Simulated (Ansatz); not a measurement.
**SiC wire along [110], 8 atoms a period, H-terminated: bands by functional and under strain**

Wanted: the relaxed geometry and the bands of the SiC wire along [110], 8 atoms a period, H-terminated.

Calculated with Ansatz 0.2.0; DFT PBE, plane waves, PAW; relaxation of a wire's period; PAW set soft_1, in the first sound run; inputs show where later runs differ.

## Step 1: Set-up

The cell holds 16 atoms: 4 C, 8 H and 4 Si. Its edges and angles: a = 13.770 Å, b = 12.298 Å, c = 3.097 Å, α = 90.0°, β = 90.0°, γ = 90.0°. Vacuum lies along a and b. The structure's axis is c.

Structure file:

```cif
data_structure
_symmetry_space_group_name_H-M 'P 1'
_symmetry_Int_Tables_number 1
_cell_length_a 13.7700
_cell_length_b 12.2980
_cell_length_c 3.0971
_cell_angle_alpha 90.000
_cell_angle_beta 90.000
_cell_angle_gamma 90.000
_cell_volume 524.48
loop_
_atom_site_label
_atom_site_type_symbol
_atom_site_fract_x
_atom_site_fract_y
_atom_site_fract_z
_atom_site_occupancy
C1 C 0.38807 0.49998 0.00000 1
H2 H 0.40595 0.72350 0.00000 1
Si3 Si 0.46759 0.62590 0.00000 1
Si4 Si 0.46759 0.37406 0.00000 1
C5 C 0.70615 0.49998 0.00000 1
H6 H 0.75311 0.57434 0.00000 1
H7 H 0.75311 0.42563 0.00000 1
H8 H 0.24691 0.59758 0.50000 1
H9 H 0.24691 0.40239 0.50000 1
Si10 Si 0.30855 0.49998 0.50000 1
C11 C 0.54711 0.62590 0.50000 1
C12 C 0.54711 0.37406 0.50000 1
H13 H 0.59407 0.70026 0.50000 1
H14 H 0.59407 0.29971 0.50000 1
Si15 Si 0.62663 0.49998 0.50000 1
H16 H 0.40595 0.27647 0.00000 1
```

## Step 2: The relaxed wire

Band widths follow the bond lengths, so the wire is relaxed first. The atoms and the third cell vector are free; the box across stays fixed as vacuum. A Fermi-Dirac smearing is set since the result may be a metal. The pressure printed is a third of the stress's trace over the whole box, vacuum included; only the stress along the axis is relaxed.

The input, input.yaml:

```yaml
crystal:
  lattice:
    - [13.77, 0.0, 0.0]
    - [0.0, 12.298, 0.0]
    - [0.0, 0.0, 3.0971277016]
  atoms:
    - { symbol: C, position: [0.38806862, 0.499984861, 0.0] }
    - { symbol: H, position: [0.405954975, 0.723502004, 0.0] }
    - { symbol: Si, position: [0.467589317, 0.625904836, 0.0] }
    - { symbol: Si, position: [0.467589317, 0.374064886, 0.0] }
    - { symbol: C, position: [0.706151409, 0.499984861, 0.0] }
    - { symbol: H, position: [0.753110908, 0.574344609, 0.0] }
    - { symbol: H, position: [0.753110908, 0.425625114, 0.0] }
    - { symbol: H, position: [0.24691358, 0.597582029, 0.5] }
    - { symbol: H, position: [0.24691358, 0.402387693, 0.5] }
    - { symbol: Si, position: [0.308547923, 0.499984861, 0.5] }
    - { symbol: C, position: [0.547110014, 0.625904836, 0.5] }
    - { symbol: C, position: [0.547110014, 0.374064886, 0.5] }
    - { symbol: H, position: [0.594069513, 0.700264583, 0.5] }
    - { symbol: H, position: [0.594069513, 0.299705139, 0.5] }
    - { symbol: Si, position: [0.626630711, 0.499984861, 0.5] }
    - { symbol: H, position: [0.405954975, 0.276467718, 0.0] }
kpoints:
  mp_grid: { grid: [1, 1, 26] }
scf:
  occupations: { method: fermi_dirac, width: 0.05 }
hamiltonian:
  xc: pbe
  pseudopotentials: { kind: paw, azcp: { folder: soft_1 } }
relax:
  cell: { fix: [a, b, alpha, beta, gamma] }
  max_steps: 45
  f_tol: 0.03
```

On the command line:

```sh
$ ansatz run input.yaml --threads 4 --pin off --max-ram 16384MiB --backend cpu --events-out ev --progress --plain --runs-dir out
```

Numbers of over 12 decimals in the logs are rounded to 6 here.

What it wrote:

```text
Engine: ansatz 0.2.0, aarch64-unknown-linux-gnu
Pseudopotentials: kind: paw
Pseudopotential: C, paw, valence charge 4, recommended cutoff 420 eV (normal), soft_1/C.paw.azcp
Pseudopotential: H, paw, valence charge 1, recommended cutoff 420 eV (normal), soft_1/H.paw.azcp
Pseudopotential: Si, paw, valence charge 4, recommended cutoff 420 eV (normal), soft_1/Si.paw.azcp
Functional definition: PBE
  parameter kappa = 0.804
  parameter beta = 0.066725
  exchange = pbe_x(kappa = kappa, mu = beta*pi^2/3)
  correlation = pbe_c(beta = beta)
Crystal: 16 atoms, lattice volume = 524.478 Å³
Basis set: ecut = 420 eV, 10237 PW (Γ), exchange–correlation on 192×180×48 points (8 copies of the dense FFT grid, shifted against one another)
Bands: 36, of which v1, the nominal top of the filled ones, is band 20 counted from 1 (19 counted from 0)
Symmetry: 4 space group operations
Space group: Pmm2 (ITA 25), of the structure as read, at distance tolerance 8.1e-5 Å
k-points: 14 of 26
Non-local potential: C, projectors of the file, l = 0: 2, l = 1: 2, l = 2: 1
Non-local potential: H, projectors of the file, l = 0: 2, l = 1: 1
Non-local potential: Si, projectors of the file, l = 0: 2, l = 1: 2, l = 2: 1
PAW form: soft (Blöchl's): semilocal exchange-correlation on the pseudo side does not see the compensation charge
PAW one-centre angular grid: C, 110 points (default); XC on 64 Gauss nodes
PAW one-centre angular grid: H, 110 points (default); XC on 64 Gauss nodes
PAW one-centre angular grid: Si, 110 points (default); XC on 64 Gauss nodes
Initial density: superposition of atomic densities (neutral atoms: chi_scale 0, normalization atom)
Initial wavefunctions: pseudopotential atomic-orbital guess
Functional: x = pbe(κ = 0.804, μ = 0.219515), c = pbe(β = 0.066725)
SCF iter   1: F=—  HF=-3686.316071 eV  |F-HF|=—  |Δ(HF+E_count)|=         —  Δρ=6.95e-2  dr2=3.22e1  ethr=3.10e-3  ⟨swp⟩=9.2  Hψ=3283  notcnv=0  defer=43
preconditioner: auto → Resta (q_TF=auto, 1.777 Å⁻¹)  ε∞=1.6  [insulator: Δε(μ)=5.617 eV  Ē_g=13.416 eV  σ=0.050 eV  W_gap=1.00  n_scr=40 (ndim 8)  ℏωp=10.3 eV  f_vac=0.579  D(μ)=0.00/eV (n_scr^D=0)  ε∞_Penn≈1.6  vacuum switching on, ρ_ref=1.3e-2 e/Å³]
SCF iter   2: F=—  HF=-3676.762621 eV  |F-HF|=—  |Δ(HF+E_count)|=    9.55e0  Δρ=2.71e-2  dr2=2.70e0  ethr=3.10e-3  ⟨swp⟩=4.9  Hψ=1433  notcnv=0  defer=117
SCF iter   3: F=—  HF=-3676.113240 eV  |F-HF|=—  |Δ(HF+E_count)|=   6.49e-1  Δρ=1.05e-2  dr2=5.08e-1  ethr=3.10e-3  ⟨swp⟩=3.8  Hψ=1014  notcnv=0  defer=121
SCF iter   4: F=—  HF=-3676.004767 eV  |F-HF|=—  |Δ(HF+E_count)|=   1.08e-1  Δρ=2.04e-3  dr2=4.85e-2  ethr=1.27e-3  ⟨swp⟩=5.6  Hψ=932  notcnv=0  defer=121
SCF iter   5: F=—  HF=-3675.994588 eV  |F-HF|=—  |Δ(HF+E_count)|=   1.02e-2  Δρ=7.42e-4  dr2=1.57e-3  ethr=1.21e-4  ⟨swp⟩=3.2  Hψ=820  notcnv=0  defer=130
SCF iter   6: F=—  HF=-3675.995592 eV  |F-HF|=—  |Δ(HF+E_count)|=   1.00e-3  Δρ=2.22e-4  dr2=4.00e-4  ethr=3.93e-6  ⟨swp⟩=2.1  Hψ=650  notcnv=0  defer=130
SCF iter   7: F=—  HF=-3675.995572 eV  |F-HF|=—  |Δ(HF+E_count)|=   2.07e-5  Δρ=6.17e-5  dr2=1.98e-5  ethr=1.00e-6  ⟨swp⟩=2.6  Hψ=743  notcnv=0  defer=130
SCF iter   8: F=—  HF=-3675.995691 eV  |F-HF|=—  |Δ(HF+E_count)|=   1.20e-4  Δρ=1.67e-5  dr2=1.43e-6  ethr=4.96e-8  ⟨swp⟩=2.2  Hψ=690  notcnv=0  defer=130
SCF iter   9: F=—  HF=-3675.995692 eV  |F-HF|=—  |Δ(HF+E_count)|=   6.03e-7  Δρ=6.77e-6  dr2=2.85e-7  ethr=3.58e-9  ⟨swp⟩=2.0  Hψ=656  notcnv=0  defer=130
SCF iter  10: F=-3675.995692 eV  HF=-3675.995692 eV  |F-HF|=5.93e-9  |Δ(HF+E_count)|=   4.74e-8  Δρ=1.22e-6  dr2=7.03e-9  ethr=2.50e-10  ⟨swp⟩=5.3  Hψ=1589  notcnv=0
SCF 1 converged in 10 iterations: F = -3675.995692 eV  dr2 = 7.03e-9
  greatest PAW one-centre occupation: 0.647 electrons in one spin orbital (limit 2), on the C atom at site 4 (counted from 0), in its partial waves of l = 0
relax step   1: F+E_penalty+E_count = -3675.99569197 eV  Δ(F+E_penalty+E_count) = +0.000e0 eV  max|allowed force component| = 9.048e-1 eV/Å  Δτ_max = 0.0000 Å  P = -0.019 GPa  Ω = 524.478 Å³  fix = [a, b, alpha, beta, gamma]  reactions: a -0.243, b -0.165 GPa  (10 SCF iters, dr2 threshold 1.00e-7 eV, accepted)
Crystal: 16 atoms, lattice volume = 531.970 Å³
Basis set: ecut = 420 eV, 10413 PW (Γ), exchange–correlation on 192×180×48 points (8 copies of the dense FFT grid, shifted against one another)
Initial density: handed on by an earlier stage of this run
Initial wavefunctions: those handed on with the density
iter 1 solved again at ethr=1.70e-4 eV; its pass at ethr=3.10e-3 eV (dr2=6.79e-2 eV) is discarded
SCF iter   1: F=—  HF=-3676.102283 eV  |F-HF|=—  |Δ(HF+E_count)|=         —  Δρ=3.64e-3  dr2=7.35e-2  ethr=1.70e-4  ⟨swp⟩=4.6  Hψ=2978  notcnv=0
preconditioner: auto → Resta (q_TF=auto, 1.773 Å⁻¹)  ε∞=1.8  [insulator: Δε(μ)=3.545 eV  Ē_g=11.516 eV  σ=0.050 eV  W_gap=1.00  n_scr=40 (ndim 8)  ℏωp=10.2 eV  f_vac=0.644  D(μ)=0.00/eV (n_scr^D=0)  ε∞_Penn≈1.8  vacuum switching on, ρ_ref=9.6e-3 e/Å³]
SCF iter   2: F=—  HF=-3676.084322 eV  |F-HF|=—  |Δ(HF+E_count)|=   1.80e-2  Δρ=1.44e-3  dr2=8.02e-3  ethr=1.70e-4  ⟨swp⟩=3.9  Hψ=1157  notcnv=0
SCF iter   3: F=—  HF=-3676.083679 eV  |F-HF|=—  |Δ(HF+E_count)|=   6.43e-4  Δρ=6.31e-4  dr2=1.39e-3  ethr=2.01e-5  ⟨swp⟩=2.6  Hψ=828  notcnv=0
SCF iter   4: F=—  HF=-3676.083784 eV  |F-HF|=—  |Δ(HF+E_count)|=   1.05e-4  Δρ=1.54e-4  dr2=1.29e-4  ethr=3.48e-6  ⟨swp⟩=2.2  Hψ=641  notcnv=0
SCF iter   5: F=—  HF=-3676.083781 eV  |F-HF|=—  |Δ(HF+E_count)|=   3.05e-6  Δρ=3.49e-5  dr2=5.13e-6  ethr=3.22e-7  ⟨swp⟩=2.1  Hψ=693  notcnv=0
SCF iter   6: F=-3676.083782 eV  HF=-3676.083782 eV  |F-HF|=4.83e-8  |Δ(HF+E_count)|=   1.62e-6  Δρ=9.57e-6  dr2=5.39e-7  ethr=4.00e-9  ⟨swp⟩=5.1  Hψ=1636  notcnv=0
SCF 2 converged in 6 iterations: F = -3676.083782 eV  dr2 = 5.39e-7
  greatest PAW one-centre occupation: 0.650 electrons in one spin orbital (limit 2), on the C atom at site 4 (counted from 0), in its partial waves of l = 0
relax step   2: F+E_penalty+E_count = -3676.08378233 eV  Δ(F+E_penalty+E_count) = -8.809e-2 eV  max|allowed force component| = 2.128e-1 eV/Å  Δτ_max = 0.0563 Å  P = -0.054 GPa  Ω = 531.970 Å³  energy of the carried Pulay correction = -2.229e-3 eV  fix = [a, b, alpha, beta, gamma]  reactions: a +0.042, b +0.236 GPa  (6 SCF iters, dr2 threshold 1.60e-6 eV, accepted)
Crystal: 16 atoms, lattice volume = 529.799 Å³
Basis set: ecut = 420 eV, 10349 PW (Γ), exchange–correlation on 192×180×48 points (8 copies of the dense FFT grid, shifted against one another)
iter 1 solved again at ethr=2.15e-5 eV; its pass at ethr=3.10e-3 eV (dr2=8.61e-3 eV) is discarded
SCF iter   1: F=—  HF=-3676.098307 eV  |F-HF|=—  |Δ(HF+E_count)|=         —  Δρ=1.25e-3  dr2=8.86e-3  ethr=2.15e-5  ⟨swp⟩=3.4  Hψ=2291  notcnv=0  defer=1
preconditioner: auto → Resta (q_TF=auto, 1.774 Å⁻¹)  ε∞=1.8  [insulator: Δε(μ)=3.656 eV  Ē_g=11.525 eV  σ=0.050 eV  W_gap=1.00  n_scr=40 (ndim 8)  ℏωp=10.2 eV  f_vac=0.638  D(μ)=0.00/eV (n_scr^D=0)  ε∞_Penn≈1.8  vacuum switching on, ρ_ref=9.6e-3 e/Å³]
SCF iter   2: F=—  HF=-3676.096244 eV  |F-HF|=—  |Δ(HF+E_count)|=   2.06e-3  Δρ=4.87e-4  dr2=7.71e-4  ethr=2.15e-5  ⟨swp⟩=2.0  Hψ=668  notcnv=0
SCF iter   3: F=—  HF=-3676.096307 eV  |F-HF|=—  |Δ(HF+E_count)|=   6.33e-5  Δρ=2.21e-4  dr2=1.42e-4  ethr=1.93e-6  ⟨swp⟩=2.4  Hψ=765  notcnv=0
SCF iter   4: F=—  HF=-3676.096307 eV  |F-HF|=—  |Δ(HF+E_count)|=   5.50e-8  Δρ=4.60e-5  dr2=1.15e-5  ethr=3.54e-7  ⟨swp⟩=2.3  Hψ=778  notcnv=0
SCF iter   5: F=-3676.096306 eV  HF=-3676.096306 eV  |F-HF|=1.46e-7  |Δ(HF+E_count)|=   1.22e-6  Δρ=1.12e-5  dr2=6.99e-7  ethr=4.00e-9  ⟨swp⟩=6.0  Hψ=1732  notcnv=0
SCF 3 converged in 5 iterations: F = -3676.096306 eV  dr2 = 6.99e-7
  greatest PAW one-centre occupation: 0.651 electrons in one spin orbital (limit 2), on the C atom at site 4 (counted from 0), in its partial waves of l = 0
relax step   3: F+E_penalty+E_count = -3676.09630563 eV  Δ(F+E_penalty+E_count) = -1.252e-2 eV  max|allowed force component| = 6.073e-2 eV/Å  Δτ_max = 0.0192 Å  P = -0.059 GPa  Ω = 529.799 Å³  energy of the carried Pulay correction = -1.586e-3 eV  fix = [a, b, alpha, beta, gamma]  reactions: a -0.038, b +0.019 GPa  (5 SCF iters, dr2 threshold 1.60e-6 eV, accepted)
[...]
relax step   4: F+E_penalty+E_count = -3676.09741345 eV  Δ(F+E_penalty+E_count) = -1.108e-3 eV  max|allowed force component| = 3.837e-2 eV/Å  Δτ_max = 0.0063 Å  P = -0.003 GPa  Ω = 528.850 Å³  energy of the carried Pulay correction = -1.305e-3 eV  fix = [a, b, alpha, beta, gamma]  reactions: a -0.005, b -0.026 GPa  (5 SCF iters, dr2 threshold 2.31e-7 eV, accepted)
[...]
relax step   5: F+E_penalty+E_count = -3676.09747608 eV  Δ(F+E_penalty+E_count) = -6.263e-5 eV  max|allowed force component| = 3.654e-3 eV/Å  Δτ_max = 0.0024 Å  P = -0.003 GPa  Ω = 528.902 Å³  energy of the carried Pulay correction = -1.320e-3 eV  fix = [a, b, alpha, beta, gamma]  reactions: a -0.013, b +0.006 GPa  (5 SCF iters, dr2 threshold 9.20e-8 eV, accepted)
Initial wavefunctions: pseudopotential atomic-orbital guess (no wavefunctions were taken with the density)
iter 1 solved again at ethr=1.12e-6 eV; its pass at ethr=3.10e-3 eV (dr2=4.49e-4 eV) is discarded
SCF iter   1: F=—  HF=-3676.095515 eV  |F-HF|=—  |Δ(HF+E_count)|=         —  Δρ=7.94e-5  dr2=9.11e-7  ethr=1.12e-6  ⟨swp⟩=5.1  Hψ=4979  notcnv=0
eigensolver tolerance schedule: the retry pair's looser diagonalisation over-reported the residual by 491.97 of it (diagonalisation noise at 0.22 of the residual, at the tolerance the schedule requests for it); recorded, not acted on — ethr = c·dr2/N_el stays at c = 1.0e-1
preconditioner: auto → Resta (q_TF=auto, 1.774 Å⁻¹)  ε∞=1.8  [insulator: Δε(μ)=3.623 eV  Ē_g=11.522 eV  σ=0.050 eV  W_gap=1.00  n_scr=40 (ndim 8)  ℏωp=10.2 eV  f_vac=0.638  D(μ)=0.00/eV (n_scr^D=0)  ε∞_Penn≈1.8  vacuum switching on, ρ_ref=9.6e-3 e/Å³]
SCF iter   2: F=—  HF=-3676.097822 eV  |F-HF|=—  |Δ(HF+E_count)|=   2.31e-3  Δρ=3.98e-5  dr2=2.32e-7  ethr=2.28e-9  ⟨swp⟩=3.0  Hψ=1097  notcnv=0
SCF iter   3: F=—  HF=-3676.098930 eV  |F-HF|=—  |Δ(HF+E_count)|=   1.11e-3  Δρ=5.08e-6  dr2=5.92e-8  ethr=5.80e-10  ⟨swp⟩=3.1  Hψ=1212  notcnv=0
SCF iter   4: F=—  HF=-3676.098962 eV  |F-HF|=—  |Δ(HF+E_count)|=   3.24e-5  Δρ=9.50e-7  dr2=4.58e-9  ethr=1.48e-10  ⟨swp⟩=2.9  Hψ=865  notcnv=0  defer=1
SCF iter   5: F=—  HF=-3676.098964 eV  |F-HF|=—  |Δ(HF+E_count)|=   1.99e-6  Δρ=3.02e-7  dr2=6.86e-10  ethr=1.15e-11  ⟨swp⟩=2.7  Hψ=811  notcnv=0  defer=1
SCF iter   6: F=-3676.098964 eV  HF=-3676.098964 eV  |F-HF|=2.01e-9  |Δ(HF+E_count)|=   1.42e-7  Δρ=1.08e-7  dr2=7.93e-11  ethr=1.00e-12  ⟨swp⟩=5.9  Hψ=1708  notcnv=0
SCF 6 converged in 6 iterations: F = -3676.098964 eV  dr2 = 7.93e-11
relax step   6: F+E_penalty+E_count = -3676.09896448 eV  Δ(F+E_penalty+E_count) = -1.488e-3 eV  max|allowed force component| = 3.643e-3 eV/Å  Δτ_max = 0.0000 Å  P = +0.001 GPa  Ω = 528.902 Å³  fix = [a, b, alpha, beta, gamma]  reactions: a -0.010, b +0.006 GPa  stress off target by 8.12e-3 GPa on what of the cell is left free  SCF on the basis re-selected at this cell (its energy is not comparable with the rows above)  (6 SCF iters)
basis re-selected at this cell: Δ(F+E_penalty+E_count) = -1.488e-3 eV, ΔP = +0.004 GPa vs the last step (what re-selecting the basis moved, of the pressure what is left beyond the Pulay correction that the steps carried, after the strain that the cell walked since its last selection, with what the two solves' SCF thresholds leave and, on support functions, any second-order correction that the steps lacked; it is no m [...]
SCF converged after 6 iterations
Free energy (F): -3676.098964 eV
Harris-Foulkes:  -3676.098964 eV  (|F-HF|=2.01e-9)
Internal energy: -3676.098964 eV  (E = F + TS)
E sigma→0 (E₀):  -3676.098964 eV
Fermi energy:    -1.154308 eV
--- Per-component energies (eV) ---
  E_band       = -325.319557
  E_kinetic    = 633.083704
  E_local      = -6748.320006  (includes V_loc(G=0)·N_el)
  E_nonlocal   = 186.616071
  E_hartree    = 3083.789451
  E_xc         = -489.466252
  E_vxc        = -520.202077  (∫ρ·V_xc dr)
  E_paw        = -2451.767009  (= ΣΔE_a)
  E_vpaw       = -44.068161  (= ΣTr[D̂ρ^β])
  E_aug_tail   = -0.007930  (compensation charges beyond the density's cutoff)
  E_ewald      = 2109.973006
  E_smearing   = -0.000000  (= −TS)
  E_closure    = 0.000000  (closes the sum)
  Σ components = -3676.098964   (vs F -3676.098964, Δ=0.00e0)
--- Forces (eV/Å), atoms counted from 1 ---
  atom   1  C      0.00086795     0.00000000     0.00000000
  atom   2  H      0.00079516     0.00125154     0.00000000
  atom   3  Si    -0.00298662    -0.00182730     0.00000000
  atom   4  Si    -0.00298662     0.00182730     0.00000000
  atom   5  C      0.00145960     0.00000000     0.00000000
  atom   6  H      0.00048674     0.00053412     0.00000000
  atom   7  H      0.00048674    -0.00053412     0.00000000
  atom   8  H      0.00093182     0.00017554     0.00000000
  atom   9  H      0.00093182    -0.00017554     0.00000000
  atom  10  Si     0.00148636     0.00000000     0.00000000
  atom  11  C      0.00030268    -0.00352919     0.00000000
  atom  12  C      0.00030268     0.00352919     0.00000000
  atom  13  H      0.00038483     0.00110610     0.00000000
  atom  14  H      0.00038483    -0.00110610     0.00000000
  atom  15  Si    -0.00364253     0.00000000     0.00000000
  atom  16  H      0.00079516    -0.00125154     0.00000000
  max |Σ_I F_I| component: 6.03e-7 eV/Å
--- Stress (GPa, compression-positive) ---
       -0.010496       0.000000       0.000000
        0.000000       0.005580       0.000000
        0.000000       0.000000       0.008116
  P = ⅓ Tr σ = 0.0011 GPa (0.011 kbar)
--- Relaxed structure (5 steps of the walk, 5 accepted, 1 SCFs on fresh bases) ---
  F+E_penalty+E_count = -3676.09896448 eV   max|allowed force component| = 3.643e-3 eV/Å   (the final SCF, on the basis selected at the relaxed cell)
  cell:  # Å, volume = 528.9021 Å³
    - [13.77, 0.0, 0.0]
    - [0.0, 12.298, 0.0]
    - [0.0, 0.0, 3.123251]
  atoms:
    - { symbol: C, position: [0.388051, 0.499985, 0.0] }
    - { symbol: H, position: [0.406373, 0.724887, 0.0] }
    - { symbol: Si, position: [0.468969, 0.624899, 0.0] }
    - { symbol: Si, position: [0.468969, 0.375071, 0.0] }
    - { symbol: C, position: [0.705947, 0.499985, 0.0] }
    - { symbol: H, position: [0.753696, 0.571958, 0.0] }
    - { symbol: H, position: [0.753696, 0.428011, 0.0] }
    - { symbol: H, position: [0.245995, 0.598369, 0.500000] }
    - { symbol: H, position: [0.245995, 0.401600, 0.500000] }
    - { symbol: Si, position: [0.310331, 0.499985, 0.500000] }
    - { symbol: C, position: [0.546332, 0.622990, 0.500000] }
    - { symbol: C, position: [0.546332, 0.376979, 0.500000] }
    - { symbol: H, position: [0.591229, 0.697504, 0.500000] }
    - { symbol: H, position: [0.591229, 0.302466, 0.500000] }
    - { symbol: Si, position: [0.629380, 0.499985, 0.500000] }
    - { symbol: H, position: [0.406373, 0.275083, 0.0] }
```

Wall time 39 s (4 threads of Arm Neoverse V1, shared host); peak memory 0.89 GiB.

Relaxation path:

| step | energy less that of the first step (eV) | largest force component (eV/Å) | pressure (GPa) | volume (Å³) |
| --- | --- | --- | --- | --- |
| 1 | 0.0000 | 0.9048 | -0.02 | 524.48 |
| 2 | -0.0881 | 0.2128 | -0.05 | 531.97 |
| 3 | -0.1006 | 0.0607 | -0.06 | 529.80 |
| 4 | -0.1017 | 0.0384 | 0.00 | 528.85 |
| 5 | -0.1018 | 0.0037 | 0.00 | 528.90 |
| 6* | -0.1033 | 0.0036 | 0.00 | 528.90 |

Relaxation steps marked * repeat the geometry before them on a plane-wave basis chosen anew for their cell, so energy and pressure can jump there.

The run keeps the 4 symmetry operations that it works with, so distortions that break them were not tested.

| cell as run | before | after | change |
| --- | --- | --- | --- |
| c (Å) | 3.097 | 3.123 | +0.8 % |

The atoms that moved most (Å, along periodic axes as changes of fractional coordinates times the final cell, across vacuum about the mean position):

| atom | dx | dy | dz | length |
| --- | --- | --- | --- | --- |
| H14 | -0.039 | 0.034 | 0.000 | 0.052 |
| H13 | -0.039 | -0.034 | 0.000 | 0.052 |
| Si15 | 0.038 | 0.000 | 0.000 | 0.038 |
| C12 | -0.011 | 0.036 | 0.000 | 0.037 |
| C11 | -0.011 | -0.036 | 0.000 | 0.037 |
| H6 | 0.008 | -0.029 | 0.000 | 0.030 |
| H7 | 0.008 | 0.029 | 0.000 | 0.030 |
| Si10 | 0.025 | 0.000 | 0.000 | 0.025 |

Numbers from this step:

- cell length along the wire: 3.123 Å

The cell's length comes to 3.123 Å with spin left out.

[end of part 1 of 3]

[Logs are printed without paths, hosts, clocks, repeated set-up lines and the standing remarks that a program may print on its own settings, such as how far it seeks lower states.]

[Hosts, paths, dates, database ids (printed as entryN), source tags and the programs' standing remarks are cut or masked in the printed files.]
